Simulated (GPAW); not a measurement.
## MnGe11 (Ge24x311 Mn2 nn): parallel and opposed starts

Does MnGe11 (Ge24x311 Mn2 nn) prefer parallel or opposed moments, or none?

Method: PBE with U = 4 eV on Mn d; plane waves with GPAW's PAW setups, scalar-relativistic, in GPAW 26.7.0.

### 1. The starting structure

The structure is monoclinic, space group C2/m (No. 12). The conventional cell has a = 8.002 Å, b = 8.002 Å, c = 16.974 Å, α = 90.00°, β = 90.00°, γ = 90.00°. Nearest to Mn lie 3 Ge at 2.45 Å and 1 Mn at 2.45 Å. Nearest to Ge lie 3 Ge at 2.45 Å and 1 Mn at 2.45 Å. Ge has 3 Ge at 2.45 Å and 1 Mn at 2.45 Å nearest. Nearest to Ge lie 4 Ge at 2.45 Å. Ge has 4 Ge at 2.45 Å nearest. substitutional dopants on the host's lattice, its constants typed without a cited source, atoms not relaxed. Farther neighbours are not listed.

The cell is a made-up one and need not be a known phase.

### 2. Order 1, typed as ferro ++

Parallel moments need no larger cell; this start tests for a ferromagnetic state only. A Hubbard term is added for the open shell, at a value in common use.

Contents of order1.py:

```python
import json
import numpy as np
from ase import Atoms
from ase.parallel import paropen, parprint
from gpaw import GPAW

atoms = Atoms(['Mn', 'Mn', 'Ge', 'Ge', 'Ge', 'Ge', 'Ge', 'Ge', 'Ge', 'Ge', 'Ge', 'Ge', 'Ge', 'Ge', 'Ge', 'Ge', 'Ge', 'Ge', 'Ge', 'Ge', 'Ge', 'Ge', 'Ge', 'Ge'],
    cell=[[16.974, 0.0, 0.0],
         [0.0, 5.658, 0.0],
         [0.0, 0.0, 5.658]],
    scaled_positions=[[0.0, 0.0, 0.0],
         [0.083333, 0.25, 0.25],
         [0.0, 0.5, 0.5],
         [0.083333, 0.75, 0.75],
         [0.166667, 0.0, 0.5],
         [0.25, 0.25, 0.75],
         [0.166667, 0.5, 0.0],
         [0.25, 0.75, 0.25],
         [0.333333, 0.0, 0.0],
         [0.416667, 0.25, 0.25],
         [0.333333, 0.5, 0.5],
         [0.416667, 0.75, 0.75],
         [0.5, 0.0, 0.5],
         [0.583333, 0.25, 0.75],
         [0.5, 0.5, 0.0],
         [0.583333, 0.75, 0.25],
         [0.666667, 0.0, 0.0],
         [0.75, 0.25, 0.25],
         [0.666667, 0.5, 0.5],
         [0.75, 0.75, 0.75],
         [0.833333, 0.0, 0.5],
         [0.916667, 0.25, 0.75],
         [0.833333, 0.5, 0.0],
         [0.916667, 0.75, 0.25]],
    pbc=True,
    magmoms=[4.5, 4.5, 0.0, 0.0, 0.0, 0.0, 0.0, 0.0, 0.0, 0.0, 0.0, 0.0, 0.0, 0.0, 0.0, 0.0, 0.0, 0.0, 0.0, 0.0, 0.0, 0.0, 0.0, 0.0])
atoms.calc = GPAW(mode={'name': 'pw', 'ecut': 450},
    xc='PBE',
    kpts={'size': (2, 5, 5), 'gamma': True},
    occupations={'name': 'fermi-dirac', 'width': 0.05},
    convergence={'density': 1e-05, 'energy': 1e-05},
    maxiter=200,
    mixer={'name': 'pulay', 'beta': 0.05, 'nmaxold': 6, 'weight': 50},
    setups={'Mn': ':d,4.0'},
    symmetry={'tolerance': 1e-4},
    txt='order1.txt')
e = atoms.get_potential_energy(force_consistent=True)
res = {'free_energy': e, 'energy_sigma0': atoms.get_potential_energy(), 'fermi_energy': atoms.calc.get_fermi_level()}
res['moments'] = atoms.get_magnetic_moments().tolist()
res['total'] = atoms.get_magnetic_moment()
parprint('site moments (muB):', np.round(res['moments'], 3))
parprint(f"total moment: {res['total']:.3f} muB")
parprint(f'free energy: {e:.6f} eV')
atoms.calc.write('order1.gpw')
with paropen('results.json', 'w') as f:
    json.dump(res, f)
```

Started as:

```sh
$ OMP_NUM_THREADS=1 mpirun -n 4 gpaw python order1.py > order1.log
```

Numbers of over 12 decimals in the logs are rounded to 6 here.

The log of the run:

```text
site moments (muB): [ 4.269e+00  4.269e+00 -4.400e-02 -4.400e-02 -5.100e-02 -1.000e-03
 -5.100e-02 -1.000e-03 -1.100e-02 -2.000e-03 -5.000e-03 -1.000e-03
 -3.000e-03 -3.000e-03 -3.000e-03 -3.000e-03 -2.000e-03 -1.100e-02
 -1.000e-03 -5.000e-03 -1.000e-03 -5.100e-02 -1.000e-03 -5.100e-02]
total moment: 8.460 muB
free energy: -111.682257 eV

--- order1.txt ---
Input parameters:
  mode=PW(ecut=450),
  convergence={'density': 1e-05, 'energy': 1e-05},
  kpts=MonkhorstPack(size=(2, 5, 5), gamma=True),
  maxiter=200,
  mixer=Pulay(name='pulay', nmaxold=6, beta=0.05, weight=50, sigma=0.015, g_ss=None),
  occupations=Occupations(name='fermi-dirac', width=0.05),
  setups={'Mn': ':d,4.0'},
  symmetry=Symmetry(tolerance=0.0001),
  xc=XC(name='PBE')

Diagonalizing LCAO Hamiltonian
Converting LCAO to pw mode
    .-----------------------------------------.
   /|                                         |
  / |  Ge            Ge            Ge         |
 *  |                                         |
 |  |       Ge            Ge            Ge    |
 | Ge           Ge             Ge             |
 |  |   Ge    Ge      Ge    Ge      Ge    Ge  |
 |  .-----------------------------------------.
 | / Mn   Ge       Ge  Ge        Ge  Ge      /
 |/                                         /
 Mn------------Ge------------Ge------------*

Atoms  # Å, Bohr magnetons
|    | symbol |         x |        y |        z |    initial magnetic moments |
|----|--------|-----------|----------|----------|-----------------------------|
|  0 |     Mn |  0.000000 | 0.000000 | 0.000000 | ( 0.0000,  0.0000,  4.5000) |
|  1 |     Mn |  1.414494 | 1.414500 | 1.414500 | ( 0.0000,  0.0000,  4.5000) |
|  2 |     Ge |  0.000000 | 2.829000 | 2.829000 | ( 0.0000,  0.0000,  0.0000) |
|  3 |     Ge |  1.414494 | 4.243500 | 4.243500 | ( 0.0000,  0.0000,  0.0000) |
|  4 |     Ge |  2.829006 | 0.000000 | 2.829000 | ( 0.0000,  0.0000,  0.0000) |
|  5 |     Ge |  4.243500 | 1.414500 | 4.243500 | ( 0.0000,  0.0000,  0.0000) |
|  6 |     Ge |  2.829006 | 2.829000 | 0.000000 | ( 0.0000,  0.0000,  0.0000) |
|  7 |     Ge |  4.243500 | 4.243500 | 1.414500 | ( 0.0000,  0.0000,  0.0000) |
|  8 |     Ge |  5.657994 | 0.000000 | 0.000000 | ( 0.0000,  0.0000,  0.0000) |
|  9 |     Ge |  7.072506 | 1.414500 | 1.414500 | ( 0.0000,  0.0000,  0.0000) |
| 10 |     Ge |  5.657994 | 2.829000 | 2.829000 | ( 0.0000,  0.0000,  0.0000) |
| 11 |     Ge |  7.072506 | 4.243500 | 4.243500 | ( 0.0000,  0.0000,  0.0000) |
| 12 |     Ge |  8.487000 | 0.000000 | 2.829000 | ( 0.0000,  0.0000,  0.0000) |
| 13 |     Ge |  9.901494 | 1.414500 | 4.243500 | ( 0.0000,  0.0000,  0.0000) |
| 14 |     Ge |  8.487000 | 2.829000 | 0.000000 | ( 0.0000,  0.0000,  0.0000) |
| 15 |     Ge |  9.901494 | 4.243500 | 1.414500 | ( 0.0000,  0.0000,  0.0000) |
| 16 |     Ge | 11.316006 | 0.000000 | 0.000000 | ( 0.0000,  0.0000,  0.0000) |
| 17 |     Ge | 12.730500 | 1.414500 | 1.414500 | ( 0.0000,  0.0000,  0.0000) |
| 18 |     Ge | 11.316006 | 2.829000 | 2.829000 | ( 0.0000,  0.0000,  0.0000) |
| 19 |     Ge | 12.730500 | 4.243500 | 4.243500 | ( 0.0000,  0.0000,  0.0000) |
| 20 |     Ge | 14.144994 | 0.000000 | 2.829000 | ( 0.0000,  0.0000,  0.0000) |
| 21 |     Ge | 15.559506 | 1.414500 | 4.243500 | ( 0.0000,  0.0000,  0.0000) |
| 22 |     Ge | 14.144994 | 2.829000 | 0.000000 | ( 0.0000,  0.0000,  0.0000) |
| 23 |     Ge | 15.559506 | 4.243500 | 1.414500 | ( 0.0000,  0.0000,  0.0000) |

Unit cell  # Å
| periodic |         x |        y |        z |   lengths |    angles |
|----------|-----------|----------|----------|-----------|-----------|
|      yes | 16.974000 | 0.000000 | 0.000000 | 16.974000 | 90.000000 |
|      yes |  0.000000 | 5.658000 | 0.000000 |  5.658000 | 90.000000 |
|      yes |  0.000000 | 0.000000 | 5.658000 |  5.658000 | 90.000000 |

Number of symmetries: 2

BZ-sampling:
  Number of BZ points: 50
  Number of IBZ points: 18

  Monkhorst-Pack size: [2, 5, 5]
  Monkhorst-Pack shift: [0.25, 0.0, 0.0]

K-points  # in reciprocal-cell coordinates
|     |                                coordinates |     weight |
|-----|--------------------------------------------|------------|
|   0 | (  0.00000000,   0.00000000,   0.00000000) | 0.02000000 |
|   1 | (  0.00000000,   0.20000000,  -0.20000000) | 0.04000000 |
|   2 | (  0.00000000,   0.20000000,   0.00000000) | 0.08000000 |
|   3 | (  0.00000000,   0.20000000,   0.20000000) | 0.04000000 |
|   4 | (  0.00000000,   0.40000000,  -0.40000000) | 0.04000000 |
|   5 | (  0.00000000,   0.40000000,  -0.20000000) | 0.08000000 |
|   6 | (  0.00000000,   0.40000000,   0.00000000) | 0.08000000 |
|   7 | (  0.00000000,   0.40000000,   0.20000000) | 0.08000000 |
|   8 | (  0.00000000,   0.40000000,   0.40000000) | 0.04000000 |
|   9 | (  0.50000000,   0.00000000,   0.00000000) | 0.02000000 |
| ... |                                            |            |
|  17 | (  0.50000000,   0.40000000,   0.40000000) | 0.04000000 |

Plane wave coefficients: 11808
Cutoff: 450.000000 eV

Spin-components: 2 (collinear spins)
Bands:           81
Projectors:      122
Spin-degeneracy: 1
Datatype:        complex128

Parallelization:
  kpt:    4
  domain: 1
  band:   1

Density:
  Valence electrons: 118.0
  Components: 2
  Grid points: [84 28 28]
  Charge: 0.0  # |e|

Potential:
  Grid points: [84 28 28]

species:
  Mn:
    name:    Manganese
    Z:       25.0
    valence: 15
    core:    10
    charge:  0.0  # [|e|]
    Hubbard: {U: 4.0,  # eV
              l: 2,
              scale: True}
    compensation charges:
      type: gauss
      rc: 0.38  # [Å]
      lmax: 2
    cutoffs:
      filter: 2.14  # [Å]
      core: 0.86  # [Å]
    projectors
    | kind |    occ | energy [eV] | rcut [Å] |
    |------|--------|-------------|----------|
    |   3s |  2.000 |     -85.859 |    1.275 |
    |   4s |  2.000 |      -5.106 |    1.275 |
    |   3p |  6.000 |     -54.597 |    1.281 |
    |   4p |  0.000 |      -1.371 |    1.281 |
    |   3d |  5.000 |      -6.771 |    1.138 |
    |    d |        |      20.441 |    1.138 |

    Using partial waves for Mn as LCAO basis

  Ge:
    name:    Germanium
    Z:       32.0
    valence: 4
    core:    28
    charge:  0.0  # [|e|]
    compensation charges:
      type: gauss
      rc: 0.32  # [Å]
      lmax: 2
    cutoffs:
      filter: 1.77  # [Å]
      core: 3.42  # [Å]
    projectors
    | kind |    occ | energy [eV] | rcut [Å] |
    |------|--------|-------------|----------|
    |   4s |  2.000 |     -11.726 |    1.005 |
    |   4p |  2.000 |      -3.896 |    1.005 |
    |    s |        |      15.485 |    1.005 |
    |    p |        |      23.315 |    1.005 |
    |    d |        |       0.000 |    1.005 |

    Using partial waves for Ge as LCAO basis

Reference energy: -1319176.208901  # eV

eigensolver:
  PPCG
  Converge bands: occupied
  niter=2

density mixing:
  Pulay-Mixer
  Linear mixing parameters: 0.05
  Old densities: 6
  Fourier metric: weight=50, sigma=0.015

occupation numbers:
  Fermi-Dirac:
    width: 0.0500  # eV

poisson solver:
  ecut: 3600.000000  # eV

xc functional:
  name: PBE with 2 nearest neighbor stencil

convergence criteria:
- Maximum integral of absolute [dens]ity change: 1e-05 electrons / valence electron
- Maximum [total energy] change in last 3 cyles: 1e-05 eV / valence electron
- Maximum integral of absolute [eigenst]ate change: 4e-08 eV^2 / valence electron
maximum number of iterations: 200

SCF iterations
|iter     |      energy | eigst |  dens |  magmom |
|---------|-------------|-------|-------|---------|
|iter:   1|       0s | -111.952671 | +0.05 |       |  +9.0194|
|iter:   2|      20s | -111.901466 | -1.58 | -0.95 |  +8.9990|
|iter:   3|      40s | -111.786947 | -2.48 | -0.97 |  +8.9609|
|iter:   4|      61s | -111.643687 | -1.59 | -1.02 |  +8.7380|
|iter:   5|      81s | -111.668267 | -2.34 | -1.41 |  +8.6548|
|iter:   6|     101s | -111.658527 | -2.98 | -1.69 |  +8.6274|
|iter:   7|     121s | -111.658239 | -2.80 | -1.85 |  +8.5847|
|iter:   8|     142s | -111.657824c| -3.59 | -2.06 |  +8.5662|
|iter:   9|     162s | -111.660528 | -3.83 | -2.26 |  +8.5377|
|iter:  10|     182s | -111.660917 | -4.97 | -2.48 |  +8.5328|
|iter:  11|     202s | -111.663273 | -4.09 | -2.52 |  +8.5002|
|iter:  12|     222s | -111.663246 | -5.65 | -2.88 |  +8.5004|
|iter:  13|     242s | -111.663454c| -6.04 | -2.88 |  +8.4971|
|iter:  14|     262s | -111.663927c| -5.38 | -2.93 |  +8.4880|
|iter:  15|     282s | -111.664113c| -5.74 | -3.09 |  +8.4835|
|iter:  16|     303s | -111.664271c| -5.83 | -3.16 |  +8.4791|
|iter:  17|     323s | -111.664444c| -5.62 | -3.24 |  +8.4733|
|iter:  18|     343s | -111.664552c| -5.74 | -3.40 |  +8.4684|
|iter:  19|     363s | -111.664635c| -5.63 | -3.58 |  +8.4631|
|iter:  20|     384s | -111.664649c| -6.52 | -3.90 |  +8.4617|
|iter:  21|     404s | -111.664655c| -7.15 | -4.02 |  +8.4611|
|iter:  22|     424s | -111.664661c| -6.99 | -4.12 |  +8.4602|
|iter:  23|     443s | -111.664663c| -7.41c| -4.26 |  +8.4597|
|iter:  24|     459s | -111.664663c| -7.54c| -4.36 |  +8.4596|
|iter:  25|     470s | -111.664664c| -7.62c| -4.50 |  +8.4595|
|iter:  26|     480s | -111.664663c| -7.89c| -4.59 |  +8.4595|
|iter:  27|     490s | -111.664663c| -8.30c| -4.67 |  +8.4597|
|iter:  28|     500s | -111.664663c| -7.90c| -4.72 |  +8.4597|
|iter:  29|     509s | -111.664663c| -7.85c| -4.92 |  +8.4596|
|iter:  30|     519s | -111.664663c| -8.25c| -5.09c|  +8.4596|

Converged in 30 steps
Energy contributions relative to reference atoms: (reference = -1319176.208901)

Energy contributions:
  Kinetic:         337.530770
  Coulomb:        -296.905875
  Zero:              0.295375
  External:          0.000000
  Xc:             -152.567339
  Entropy:          -0.035187
  Spinorbit:         0.000000
  ----------------------------
  Free energy:    -111.682257
  Extrapolated:   -111.664663

dipole moment: (-94.140788, -105.152593, -105.152593)  # |e|*Ang

Total magnetic moment: (0.000000, 0.000000, 8.459552)

Local magnetic moments
|        x |        y |         z |
|----------|----------|-----------|
| 0.000000 | 0.000000 |  4.269227 |  # Mn   0
| 0.000000 | 0.000000 |  4.269232 |  # Mn   1
| 0.000000 | 0.000000 | -0.043743 |  # Ge   2
| 0.000000 | 0.000000 | -0.043744 |  # Ge   3
| 0.000000 | 0.000000 | -0.051279 |  # Ge   4
| 0.000000 | 0.000000 | -0.000566 |  # Ge   5
| 0.000000 | 0.000000 | -0.051279 |  # Ge   6
| 0.000000 | 0.000000 | -0.000566 |  # Ge   7
| 0.000000 | 0.000000 | -0.011119 |  # Ge   8
| 0.000000 | 0.000000 | -0.002054 |  # Ge   9
| 0.000000 | 0.000000 | -0.005275 |  # Ge  10
| 0.000000 | 0.000000 | -0.000990 |  # Ge  11
| 0.000000 | 0.000000 | -0.003350 |  # Ge  12
| 0.000000 | 0.000000 | -0.003350 |  # Ge  13
| 0.000000 | 0.000000 | -0.003350 |  # Ge  14
| 0.000000 | 0.000000 | -0.003350 |  # Ge  15
| 0.000000 | 0.000000 | -0.002054 |  # Ge  16
| 0.000000 | 0.000000 | -0.011119 |  # Ge  17
| 0.000000 | 0.000000 | -0.000990 |  # Ge  18
| 0.000000 | 0.000000 | -0.005275 |  # Ge  19
| 0.000000 | 0.000000 | -0.000566 |  # Ge  20
| 0.000000 | 0.000000 | -0.051279 |  # Ge  21
| 0.000000 | 0.000000 | -0.000566 |  # Ge  22
| 0.000000 | 0.000000 | -0.051279 |  # Ge  23

Fermi level: 5.437
Eigenvalues  # (at kpt = [0.000, 0.000, 0.000])
| band index |      eig [eV] | occ [0-1] |      eig [eV] | occ [0-1] |
|------------|---------------|-----------|---------------|-----------|
|          0 |       -76.452 |     1.000 |       -71.727 |     1.000 |
|        ... |               |           |               |           |
|         50 |         2.976 |     1.000 |         4.631 |     1.000 |
|         51 |         3.018 |     1.000 |         5.118 |     0.998 |
|         52 |         3.307 |     1.000 |         5.304 |     0.935 |
|         53 |         3.391 |     1.000 |         5.521 |     0.157 |
|         54 |         3.660 |     1.000 |         5.602 |     0.036 |
|         55 |         3.706 |     1.000 |         6.044 |     0.000 |
|         56 |         4.001 |     1.000 |         6.167 |     0.000 |
|         57 |         4.094 |     1.000 |         6.256 |     0.000 |
|         58 |         4.104 |     1.000 |         6.414 |     0.000 |
|         59 |         4.720 |     1.000 |         6.457 |     0.000 |
|         60 |         4.982 |     1.000 |         6.512 |     0.000 |
|         61 |         5.256 |     0.974 |         6.569 |     0.000 |
|         62 |         5.414 |     0.613 |         6.579 |     0.000 |
|         63 |         6.459 |     0.000 |         6.958 |     0.000 |
|         64 |         6.492 |     0.000 |         7.097 |     0.000 |
|         65 |         6.518 |     0.000 |         7.182 |     0.000 |
|        ... |               |           |               |           |
|         80 |         8.592 |     0.000 |         9.094 |     0.000 |

No gap
No difference between direct/indirect transitions
```

Elapsed: 9.2 min, on 4 MPI ranks of Arm Neoverse V1, shared host; peak memory 2 GiB; 37 min of CPU time.

Spin moment in the augmentation sphere by atom:

```
atom  spin moment in the augmentation sphere (μB)
 Mn1                                         4.27
 Mn2                                         4.27
 Ge3                                        -0.04
 Ge4                                        -0.04
 Ge5                                        -0.05
 Ge6                                         0.00
 Ge7                                        -0.05
 Ge8                                         0.00
 Ge9                                        -0.01
Ge10                                         0.00
Ge11                                        -0.01
Ge12                                         0.00
Ge13                                         0.00
Ge14                                         0.00
Ge15                                         0.00
Ge16                                         0.00
Ge17                                         0.00
Ge18                                        -0.01
Ge19                                         0.00
Ge20                                        -0.01
Ge21                                         0.00
Ge22                                        -0.05
Ge23                                         0.00
Ge24                                        -0.05
```

Numbers from this step:

| Item | Value |
| --- | --- |
| magnetization | 8.460 μB |
| final state | ferromagnetic |

After 30 cycles the largest moment stands at 4.27 μB.

(Part 1 of 2 ends here.)

[Logs and program files are shortened in this print: banners, set-up blocks, solver, clock and traceback lines can be left out without a mark of their own.]

[Logs are printed without paths, hosts, clocks, repeated set-up lines and the standing remarks that a program may print on its own settings, such as how far it seeks lower states.]

[Hosts, paths, dates, database ids (printed as entryN), source tags and the programs' standing remarks are cut or masked in the printed files.]

[Where a cell is said to come from a database of computed structures, the database is the Materials Project.]
